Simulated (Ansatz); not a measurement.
# Gap against volume in Sr5P3BrO12 (P6_3/m) (84 atoms)

The cell holds 84 atoms: 20 Sr, 12 P, 4 Br and 48 O. Its edges and angles: a = 9.996 Å, b = 9.994 Å, c = 14.410 Å, α = 90.0°, β = 90.0°, γ = 120.0°. It derives from Sr5P3BrO12 (P6_3/m), repeated 1×1×2. The starting structure: Sr5P3BrO12, space group P6_3/m, structure from the Crystallography Open Database, 1 x 1 x 2 conventional cells; every coordinate displaced by a Gaussian of 0.06 Å.

Calculated with Ansatz 0.2.0: Kohn-Sham DFT, r2SCAN, PAW (set soft_2), plane waves; cutoff 500 eV, Γ point, gaussian smearing of 0.05 eV. The relaxed cell was scaled evenly and the atoms were relaxed at each volume. The gap is that between the highest filled and the lowest empty Kohn-Sham level on the run's k-points.

| volume (Å³/atom) | gap (eV) |
| --- | --- |
| 13.360 | 6.425 |
| 13.953 | ? |
| 14.399 | 6.059 |
| 14.844 | 5.900 |
| 15.289 | 5.746 |
| 15.735 | 5.599 |

Task: Fit a straight line in ln V to the rows given and interpolate to the withheld row.

**Working.**

A volume deformation potential makes the spacing linear in u = ln(V/V0), with V0 = 14.844 Å³ the relaxed volume; v is the spacing.

```
u = ln(V/V0)  v (eV)
   -0.105361  6.4254
  -0.0304594   6.059
           0  5.8997
   0.0295594  5.7459
   0.0582688   5.599
```

With n = 5: mean u = -0.00959849, mean v = 5.9458, Σ(u − ū)² = 0.015837, Σ(u − ū)(v − v̄) = -0.080096. Slope b = -0.080096 / 0.015837 = -5.0575; intercept a = v̄ − b ū = 5.8973.

At the withheld volume u = -0.06188, and v = a + b u.

Prediction at 13.953: 6.210 eV. The run gave 6.218 eV, so the fit is low by 0.0081 eV (0.13 % of the value).

The slope, -5.06 eV, says that the spacing narrows on expansion. Among the rows given, the largest miss of the fit is at 14.399, by 0.0077 eV (0.93 % of the range of the table).

Limits: The table spans 16 % in volume, wide for a linear law. Semilocal functionals tend to put gaps under measured ones. Only the Γ point is sampled. The mesh needn't hold the band edges.

[Logs are printed without paths, hosts, clocks, repeated set-up lines and the standing remarks that a program may print on its own settings, such as how far it seeks lower states.]

[Hosts, paths, dates, database ids (printed as entryN), source tags and the programs' standing remarks are cut or masked in the printed files.]
